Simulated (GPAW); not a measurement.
# Li K-edge XANES of BaLiF3 (Pm-3m)

What does one-electron theory with a core hole give for the Li K edge of BaLiF3 (Pm-3m)?

Main program and level: GPAW 26.7.0; X-ray absorption from dipole matrix elements to empty bands, plane-wave PAW LDA.

### 1. Set-up

It takes space group Pm-3m (No. 221, cubic). The conventional cell has a = 3.989 Å, b = 3.989 Å, c = 3.989 Å, α = 90.00°, β = 90.00°, γ = 90.00°. Nearest to Ba lie 12 F at 2.82 Å. Nearest to F lie 2 Li at 1.99 Å and 4 Ba at 2.82 Å. Li has 6 F at 1.99 Å nearest. Farther neighbours and most contacts between anions are not listed.

Structure file:

```cif
data_structure
_symmetry_space_group_name_H-M 'Pm-3m'
_symmetry_Int_Tables_number 221
_cell_length_a 3.9886
_cell_length_b 3.9886
_cell_length_c 3.9886
_cell_angle_alpha 90.000
_cell_angle_beta 90.000
_cell_angle_gamma 90.000
_cell_volume 63.45
loop_
_atom_site_label
_atom_site_type_symbol
_atom_site_symmetry_multiplicity
_atom_site_Wyckoff_symbol
_atom_site_fract_x
_atom_site_fract_y
_atom_site_fract_z
_atom_site_occupancy
Ba1 Ba 1 a 0.00000 0.00000 0.00000 1
F1 F 3 c 0.50000 0.00000 0.50000 1
Li1 Li 1 b 0.50000 0.50000 0.50000 1
```

### 2. The field without a hole

The ground state comes first: it tells whether the system has a gap, which decides how the excited electron is treated.

File scf.py:

```python
import numpy as np
from ase import Atoms
from ase.parallel import parprint, paropen
from gpaw import GPAW, PW, FermiDirac, Mixer, MixerDif, setup_paths
from gpaw.test import gen
setup_paths.insert(0, '.')
gen('Li', name='nch1s', xcname='LDA', corehole=(1, 0, 0), write_xml=True)
from gpaw.mpi import world
world.barrier()

atoms = Atoms('BaF3Li',
    cell=[[3.98858164, 0, 0],
     [0, 3.98858164, 0],
     [0, 0, 3.98858164]],
    scaled_positions=[[0, 0, 0],
     [0.5, 0, 0.5],
     [0.5, 0.5, 0],
     [0, 0.5, 0.5],
     [0.5, 0.5, 0.5]],
    pbc=True)
atoms.calc = calc = GPAW(legacy_gpaw=True, mode=PW(500, force_complex_dtype=True), xc='LDA', setups={4: 'nch1s'},
    kpts={'size': (6, 6, 6), 'gamma': True}, occupations=FermiDirac(0.05),
    charge=0, mixer=Mixer(0.1, 5, 50), maxiter=150,
    convergence={'density': 0.0001, 'eigenstates': 1e-6}, txt='scf.txt')
energy = atoms.get_potential_energy() + calc.get_reference_energy()
ef = calc.get_fermi_level()
out = dict(energy=energy, fermi=ef, forces=atoms.get_forces().tolist())
parprint(f'all-electron energy {energy:.4f} eV, Fermi level {ef:.4f} eV')
ev = np.array([[calc.get_eigenvalues(k, s) for k in range(len(calc.get_ibz_k_points()))] for s in range(calc.get_number_of_spins())])
out['homo'], out['lumo'], out['counts'] = ev[ev < ef].max(), ev[ev > ef].min(), sorted(set((ev < ef).sum((0, 2)).tolist()))
out['filled'] = (ev[:, 0] < ef).sum(1).tolist()
import json
with paropen('out.json', 'w') as f:
    json.dump(out, f)
```

Run with:

```bash
> OMP_NUM_THREADS=1 mpirun -n 2 gpaw python scf.py
```

Numbers of over 12 decimals in the logs are rounded to 6 here.

The log of the run:

```text
Input parameters:
  convergence: {density: 0.0001,
                eigenstates: 1e-06}
  kpts: {gamma: True,
         size: (6, 6, 6)}
  maxiter: 150
  mixer: {backend: pulay,
          beta: 0.1,
          method: separate,
          nmaxold: 5,
          weight: 50}
  mode: {ecut: 500.0,
         force_complex_dtype: True,
         name: pw}
  occupations: {fixmagmom: False,
                name: fermi-dirac,
                width: 0.05}
  setups: {4: nch1s}

Initialize ...

[... PAW data sets ...]

Reference energy: -229404.258734  # eV

Spin-paired calculation

[... convergence settings ...]
Symmetries present (total): 48
  [... symmetry matrices ...]

216 k-points: 6 x 6 x 6 Monkhorst-Pack grid + [1/12,1/12,1/12]
20 k-points in the irreducible part of the Brillouin zone
       k-points in crystal coordinates                weights
   0:     0.00000000    0.00000000    0.00000000          1/216
   1:     0.16666667    0.00000000    0.00000000          6/216
   2:     0.16666667    0.16666667    0.00000000         12/216
   3:     0.16666667    0.16666667    0.16666667          8/216
   4:     0.33333333    0.00000000    0.00000000          6/216
   5:     0.33333333    0.16666667    0.00000000         24/216
   6:     0.33333333    0.16666667    0.16666667         24/216
   7:     0.33333333    0.33333333    0.00000000         12/216
   8:     0.33333333    0.33333333    0.16666667         24/216
   9:     0.33333333    0.33333333    0.33333333          8/216
          ...
  19:     0.50000000    0.50000000    0.50000000          1/216

Wave functions: Plane wave expansion
  Cutoff energy: 500.000 eV
  Number of coefficients (min, max): 1575, 1640
  Pulay-stress correction: 0.000000 eV/Ang^3 (de/decut=0.000000)
  Using FFTW library
  Wavefunction extrapolation:
    Improved wavefunction reuse through dual PAW basis

Occupation numbers: Fermi-Dirac:
  width: 0.0500  # eV

Eigensolver
   Davidson(niter=2)

Densities:
  Coarse grid: 21*21*21 grid
  Fine grid: 42*42*42 grid
  Total Charge: 0.000000

Density mixing:
  Method: separate
  Backend: pulay
  Linear mixing parameter: 0.1
  old densities: 5
  Width of damping distribution: 1.1
  Damping of long wavelength oscillations: 50

[... Hamiltonian set-up ...]
Number of atoms: 5
Number of atomic orbitals: 21
Number of bands in calculation: 21
Number of valence electrons: 32
Bands to converge: occupied

... initialized

Initializing position-dependent things.

Density initialized from atomic densities
Creating initial wave functions:
  21 bands from LCAO basis set

Positions:
   0 Ba     0.000000    0.000000    0.000000    ( 0.0000,  0.0000,  0.0000)
   1 F      1.994291    0.000000    1.994291    ( 0.0000,  0.0000,  0.0000)
   2 F      1.994291    1.994291    0.000000    ( 0.0000,  0.0000,  0.0000)
   3 F      0.000000    1.994291    1.994291    ( 0.0000,  0.0000,  0.0000)
   4 Li     1.994291    1.994291    1.994291    ( 0.0000,  0.0000,  0.0000)

Unit cell:
           periodic     x           y           z      points  spacing
  1. axis:    yes    3.988582    0.000000    0.000000    21     0.1899
  2. axis:    yes    0.000000    3.988582    0.000000    21     0.1899
  3. axis:    yes    0.000000    0.000000    3.988582    21     0.1899

  Lengths:   3.988582   3.988582   3.988582
  Angles:   90.000000  90.000000  90.000000

Effective grid spacing dv^(1/3) = 0.1899

iter:   1   -29.924829
iter:   2   -29.412570   -1.33  -1.19
iter:   3   -28.812175   -0.89  -1.28
iter:   4   -28.760464   -2.09  -1.52
iter:   5   -28.760280   -2.22  -1.90
iter:   6   -28.757220c  -2.44  -2.33
iter:   7   -28.752521c  -3.42  -2.48
iter:   8   -28.753766c  -3.29  -3.13
iter:   9   -28.752497c  -3.51  -2.80
iter:  10   -28.752470c  -5.90  -3.67
iter:  11   -28.752469c  -6.59c -4.23c

Converged after 11 iterations.

Dipole moment: (-0.000000, -0.000000, -0.000000) |e|*Ang

Energy contributions relative to reference atoms: (reference = -229404.258734)

Kinetic:        +24.701742
Potential:      -24.158251
External:        +0.000000
XC:             -29.919484
Entropy (-ST):   +0.000000
Local:           +0.623525
SIC:             +0.000000
--------------------------
Free energy:    -28.752469
Extrapolated:   -28.752469

Showing only first 2 kpts
 Kpt  Band  Eigenvalues  Occupancy
  0    14      2.84860    2.00000
  0    15      2.84867    2.00000
  0    16      9.35808    0.00000
  0    17     10.71883    0.00000

  1    14      2.76382    2.00000
  1    15      2.76390    2.00000
  1    16      9.71041    0.00000
  1    17      9.85933    0.00000

Fermi level: 5.88198

Gap: 6.509 eV
Transition (v -> c):
  (s=0, k=0, n=15, [0.00, 0.00, 0.00]) -> (s=0, k=0, n=16, [0.00, 0.00, 0.00])
No difference between direct/indirect transitions

Forces in eV/Ang:
  0 Ba   -0.00000    0.00000   -0.00000
  1 F     0.00000   -0.00000    0.00000
  2 F     0.00000    0.00000   -0.00000
  3 F     0.00000    0.00000    0.00000
  4 Li   -0.00000    0.00000   -0.00000
Scalar-relativistic atomic LDA calculation for Li (Lithium, Z=3)
Core hole in 1s state (1s occupation: 2.0)
300 radial gridpoints.
|------------------------------------------------|
|------------------------------------------------|
[... the atom generator's iteration count ...]

Energy contributions:
-------------------------
Kinetic:       +7.239206
XC:            -1.652020
Potential:    -12.922674
-------------------------
Total:         -7.335488

state      eigenvalue         ekin         rmax
-----------------------------------------------
1s^2.0 :    -1.878344     3.502985        0.365
2s^1.0 :    -0.105610     0.233235        3.124
2p^0.0 :    -0.041382     0.137004        3.898
-----------------------------------------------
(units: Bohr and Hartree)

Generating PAW setup
Kinetic energy of the core from tauc = 7.006868
Cutoffs:
rc(s)=2.000
rc(p)=2.000
rc(d)=2.000
rc(vbar)=1.800
rc(comp)=2.000
rc(nct)=2.000

Kinetic energy of the core states: 7.005971
Charge: 0.0
Core electrons: 2.0
Valence electrons: 1.0
Pseudo-core charge: 0.168869
Shape function alpha=2.500
Pseudo-electron charge 1.164086
state    eigenvalue         norm
--------------------------------
2s(1) :    -0.105610     0.995217
*s    :     0.894390
2p(0) :    -0.041382     0.995581
*p    :     0.958618
*d    :     0.000000
--------------------------------

Diagonalizing with gridspacing h=0.050

state   all-electron     PAW
-------------------------------
2s:      -0.105610    -0.105589
2p:      -0.041382    -0.041286
*d:                    0.026692
*f:                    0.061621
-------------------------------
all-electron energy -229433.0112 eV, Fermi level 5.8820 eV
```

It took 6.6 s on 2 MPI ranks of Arm Neoverse V2, shared host; peak memory 0.18 GiB; 13 s of CPU time.

The mesh shows a gap of 6.51 eV, so the hole is first treated in a charged cell, without the excited electron.

### 3. Spectrum without a core hole, Li atom 5

Without a hole the spectrum is the empty density of states of the right symmetry on the absorber, weighted by matrix elements. It needs only the small cell and serves as the baseline. The data set with a hole of occupation 0 only carries the core orbital.

The absorber has 6 F at 1.99 Å (octahedral, site symmetry m-3m).

File xas.py:

```python
import numpy as np
from ase import Atoms
from ase.parallel import parprint, paropen
from gpaw import GPAW, PW, FermiDirac, Mixer, MixerDif, setup_paths
from gpaw.test import gen
setup_paths.insert(0, '.')
gen('Li', name='nch1s', xcname='LDA', corehole=(1, 0, 0), write_xml=True)
from gpaw.mpi import world
world.barrier()

atoms = Atoms('BaF3Li',
    cell=[[3.98858164, 0, 0],
     [0, 3.98858164, 0],
     [0, 0, 3.98858164]],
    scaled_positions=[[0, 0, 0],
     [0.5, 0, 0.5],
     [0.5, 0.5, 0],
     [0, 0.5, 0.5],
     [0.5, 0.5, 0.5]],
    pbc=True)
atoms.calc = calc = GPAW(legacy_gpaw=True, mode=PW(500, force_complex_dtype=True), xc='LDA', setups={4: 'nch1s'},
    kpts={'size': (6, 6, 6), 'gamma': True}, occupations=FermiDirac(0.02),
    charge=0, mixer=Mixer(0.1, 5, 50), maxiter=150,
    convergence={'density': 0.0001, 'eigenstates': 1e-6}, txt='scf.txt')
energy = atoms.get_potential_energy() + calc.get_reference_energy()
ef = calc.get_fermi_level()
out = dict(energy=energy, fermi=ef, forces=atoms.get_forces().tolist())
parprint(f'all-electron energy {energy:.4f} eV, Fermi level {ef:.4f} eV')
ev = np.array([[calc.get_eigenvalues(k, s) for k in range(len(calc.get_ibz_k_points()))] for s in range(calc.get_number_of_spins())])
out['homo'], out['lumo'], out['counts'] = ev[ev < ef].max(), ev[ev > ef].min(), sorted(set((ev < ef).sum((0, 2)).tolist()))
out['filled'] = (ev[:, 0] < ef).sum(1).tolist()

from ase.units import Ha
from gpaw.xas import dipole_matrix_elements
nb = int(calc.get_number_of_electrons() / 2) + 41
top, nb = nb, nb + 8 + nb // 12
nscf = calc.fixed_density(kpts={'size': (6, 6, 6), 'gamma': True}, nbands=nb,
    convergence={'bands': top, 'eigenstates': 1e-5}, maxiter=60, txt='nscf.txt')
cell = atoms.cell.array
ops = [cell.T @ U.T @ np.linalg.inv(cell.T) for U in nscf.wfs.kd.symmetry.op_scc]
filled = [16]  # bands filled in the ground state, by spin
E = np.arange(-25, 34, 0.1)
fwhm = np.interp(E, [4, 25], [0.9, 3.5])
Y, X, zero, highest = 0, 0, 1e9, 1e9
for spin in range(nscf.get_number_of_spins()):
    wfs = nscf.wfs
    A = dipole_matrix_elements(wfs.setups[4])
    eps = np.zeros((wfs.kd.nibzkpts, nb))
    d = np.zeros((3, A.shape[1], wfs.kd.nibzkpts, nb), complex)
    for kpt in wfs.kpt_u:
        if kpt.s == spin and 4 in kpt.P_ani:
            eps[kpt.k] = kpt.eps_n * Ha
            d[:, :, kpt.k] = (kpt.weight * wfs.nspins / 2) ** 0.5 * np.inner(A, kpt.P_ani[4])
    world.sum(eps)
    world.sum(d)
    T = np.einsum('amkn,bmkn->abkn', d, d.conj()).real
    T = sum(np.einsum('ai,ijkn,bj->abkn', R, T, R) for R in ops) / len(ops)
    empty = np.ones_like(eps, bool) & (np.arange(nb) >= filled[spin])
    zero, highest = min(zero, eps[empty].min()), min(highest, eps[:, top - 1].min())
    lines = [(eps, T, empty)] if spin == 0 else lines + [(eps, T, empty)]
for eps, T, empty in lines:
    f = np.einsum('aakn->akn', T).reshape(3, -1)
    x = eps.ravel() - zero
    w = np.interp(x, E, fwhm) / 2.35482
    g = np.exp(-0.5 * ((E[:, None] - x) / w) ** 2) / (w * (2 * np.pi) ** 0.5)
    Y = Y + (f * empty.ravel()) @ g.T
    X = X + (f * ~empty.ravel()) @ g.T
out.update(E=E.round(2).tolist(), xas=Y.tolist(), xes=X.tolist(), zero=zero, valid=highest - zero, nk=len(eps), nb=nb)
for i in range(0, len(E), 10):
    parprint(f'{E[i]:7.2f}', *(f'{v:10.3e}' for v in Y[:, i]))
import json
with paropen('out.json', 'w') as f:
    json.dump(out, f)
```

Run with:

```bash
> OMP_NUM_THREADS=1 mpirun -n 2 gpaw python xas.py
```

The log of the run:

```text
Input parameters:
  convergence: {density: 0.0001,
                eigenstates: 1e-06}
  kpts: {gamma: True,
         size: (6, 6, 6)}
  maxiter: 150
  mixer: {backend: pulay,
          beta: 0.1,
          method: separate,
          nmaxold: 5,
          weight: 50}
  mode: {ecut: 500.0,
         force_complex_dtype: True,
         name: pw}
  occupations: {fixmagmom: False,
                name: fermi-dirac,
[...]
*p    :     0.958618
*d    :     0.000000
--------------------------------

Diagonalizing with gridspacing h=0.050

state   all-electron     PAW
-------------------------------
2s:      -0.105610    -0.105589
2p:      -0.041382    -0.041286
*d:                    0.026692
*f:                    0.061621
-------------------------------
all-electron energy -229433.0112 eV, Fermi level 5.8820 eV
[...]
32.00  1.368e-03  1.368e-03  1.368e-03
  33.00  1.322e-03  1.322e-03  1.322e-03
[key lines of the parts left out:]
Converged after 11 iterations.
Dipole moment: (-0.000000, -0.000000, -0.000000) |e|*Ang
Free energy:    -28.752469
Fermi level: 5.88198
```

Elapsed: 19 s, on 2 MPI ranks; peak memory 0.23 GiB; 38 s of CPU time.

The Li K spectrum, Li atom 5, no core hole (energy from the lowest empty level; intensity scaled to a mean of 1 over the first 20 eV):

| E (eV) | intensity |
| --- | --- |
| -2.0 | 0.00 |
| -1.4 | 0.00 |
| -0.8 | 0.00 |
| -0.2 | 0.00 |
| 0.4 | 0.00 |
| 1.0 | 0.01 |
| 1.6 | 0.09 |
| 2.2 | 0.22 |
| 2.8 | 0.19 |
| 3.4 | 0.21 |
| 4.0 | 0.15 |
| 4.6 | 0.13 |
| 5.2 | 0.13 |
| 5.8 | 0.19 |
| 6.4 | 0.46 |
| 7.0 | 0.80 |
| 7.6 | 1.19 |
| 8.2 | 1.96 |
| 8.8 | 2.66 |
| 9.4 | 2.87 |
| 10.0 | 2.69 |
| 10.6 | 2.29 |
| 11.2 | 1.80 |
| 11.8 | 1.37 |
| 12.4 | 1.15 |
| 13.0 | 1.21 |
| 13.6 | 1.34 |
| 14.2 | 1.30 |
| 14.8 | 1.08 |
| 15.4 | 0.92 |
| 16.0 | 0.95 |
| 16.6 | 1.07 |
| 17.2 | 1.12 |
| 17.8 | 1.04 |
| 18.4 | 0.92 |
| 19.0 | 0.82 |
| 19.6 | 0.76 |
| 20.2 | 0.70 |
| 20.8 | 0.65 |
| 21.4 | 0.61 |
| 22.0 | 0.58 |
| 22.6 | 0.54 |
| 23.2 | 0.49 |
| 23.8 | 0.45 |
| 24.4 | 0.42 |
| 25.0 | 0.41 |
| 25.6 | 0.40 |
| 26.2 | 0.39 |
| 26.8 | 0.37 |
| 27.4 | 0.35 |
| 28.0 | 0.33 |
| 28.6 | 0.33 |
| 29.2 | 0.32 |
| 29.8 | 0.32 |
| 30.4 | 0.32 |
| 31.0 | 0.32 |

Main maxima below 24 eV (height): 2.3 eV (0.22), 9.4 eV (2.87), 13.8 eV (1.35) and 17.1 eV (1.12). A K edge sees empty p states on the absorber.

The same matrix elements for filled bands give the Li K emission of Li atom 5 (ground-state approximation; energy from the lowest empty level, largest value 1):

```csv
E (eV),emission
-24.00,0.00
-23.25,0.00
-22.50,0.00
-21.75,0.00
-21.00,0.00
-20.25,0.00
-19.50,0.00
-18.75,0.00
-18.00,0.00
-17.25,0.00
-16.50,0.00
-15.75,0.00
-15.00,0.01
-14.25,0.00
-13.50,0.00
-12.75,0.00
-12.00,0.00
-11.25,0.00
-10.50,0.00
-9.75,0.04
-9.00,0.62
-8.25,0.93
-7.50,0.56
-6.75,0.37
-6.00,0.04
-5.25,0.00
-4.50,0.00
-3.75,0.00
-3.00,0.00
-2.25,0.00
-1.50,0.00
-0.75,0.00
0.00,0.00
0.75,0.00
1.50,0.00
2.25,0.00
3.00,0.00
```

Emission maxima: -8.4 eV (1.00).

### 4. Supercell without a hole, the energy reference

The photon energy needs a difference of total energies, so the cell and mesh of the coming hole run are first run without a hole.

Edit scf.py of step 2 so:

```diff
@@ -10,14 +10,19 @@
 
-atoms = Atoms('BaF3Li',
-    cell=[[3.98858164, 0, 0],
-     [0, 3.98858164, 0],
-     [0, 0, 3.98858164]],
+atoms = Atoms('Ba2F6Li2',
+    cell=[[3.98858164, 0, 3.98858164],
+     [0, 3.98858164, 3.98858164],
+     [-3.98858164, 0, 3.98858164]],
     scaled_positions=[[0, 0, 0],
      [0.5, 0, 0.5],
+     [0.5, 0, 0],
+     [0, 0, 0.5],
+     [0, 0.5, 0.5],
      [0.5, 0.5, 0],
-     [0, 0.5, 0.5],
-     [0.5, 0.5, 0.5]],
+     [0, 0.5, 0],
+     [0.5, 0.5, 0.5],
+     [0.25, 0.5, 0.75],
+     [0.75, 0.5, 0.25]],
     pbc=True)
-atoms.calc = calc = GPAW(legacy_gpaw=True, mode=PW(500, force_complex_dtype=True), xc='LDA', setups={4: 'nch1s'},
-    kpts={'size': (6, 6, 6), 'gamma': True}, occupations=FermiDirac(0.05),
+atoms.calc = calc = GPAW(legacy_gpaw=True, mode=PW(500, force_complex_dtype=True), xc='LDA', setups={8: 'nch1s'},
+    kpts={'size': (5, 5, 5), 'gamma': True}, occupations=FermiDirac(0.02),
     charge=0, mixer=Mixer(0.1, 5, 50), maxiter=150,
```

Run with:

```bash
> OMP_NUM_THREADS=1 mpirun -n 2 gpaw python scf.py
```

The log of the run:

```text
Input parameters:
  convergence: {density: 0.0001,
                eigenstates: 1e-06}
  kpts: {gamma: True,
         size: (5, 5, 5)}
  maxiter: 150
  mixer: {backend: pulay,
          beta: 0.1,
          method: separate,
          nmaxold: 5,
          weight: 50}
  mode: {ecut: 500.0,
         force_complex_dtype: True,
         name: pw}
  occupations: {fixmagmom: False,
                name: fermi-dirac,
[...]
2s(1) :    -0.105610     0.995217
*s    :     0.894390
2p(0) :    -0.041382     0.995581
*p    :     0.958618
*d    :     0.000000
--------------------------------

Diagonalizing with gridspacing h=0.050

state   all-electron     PAW
-------------------------------
2s:      -0.105610    -0.105589
2p:      -0.041382    -0.041286
*d:                    0.026692
*f:                    0.061621
-------------------------------
all-electron energy -458865.9386 eV, Fermi level 5.8825 eV
[key lines of the parts left out:]
Converged after 11 iterations.
Dipole moment: (0.004915, -0.000000, -0.000000) |e|*Ang
Free energy:    -57.421136
Fermi level: 5.88247
```

Wall time 14 s (2 MPI ranks); peak memory 0.24 GiB.

Reference energy: -458865.939 eV with the cores included.

(Continued in part 2 of 2.)

[Banner, clock and machine lines of the logs are left out without a mark of their own.]

[Logs are printed without paths, hosts, clocks, repeated set-up lines and the standing remarks that a program may print on its own settings, such as how far it seeks lower states.]

[Hosts, paths, dates, database ids (printed as entryN), source tags and the programs' standing remarks are cut or masked in the printed files.]

[Lists of maxima count a maximum above −3 eV only where it reaches 4 % of the highest in the window and stands out from its surroundings by 2 % of it (1.5 % where it reaches 55 %); shoulders and weaker maxima are passed over, and of the rest the first, up to two pre-edge ones and the few strongest are named.]
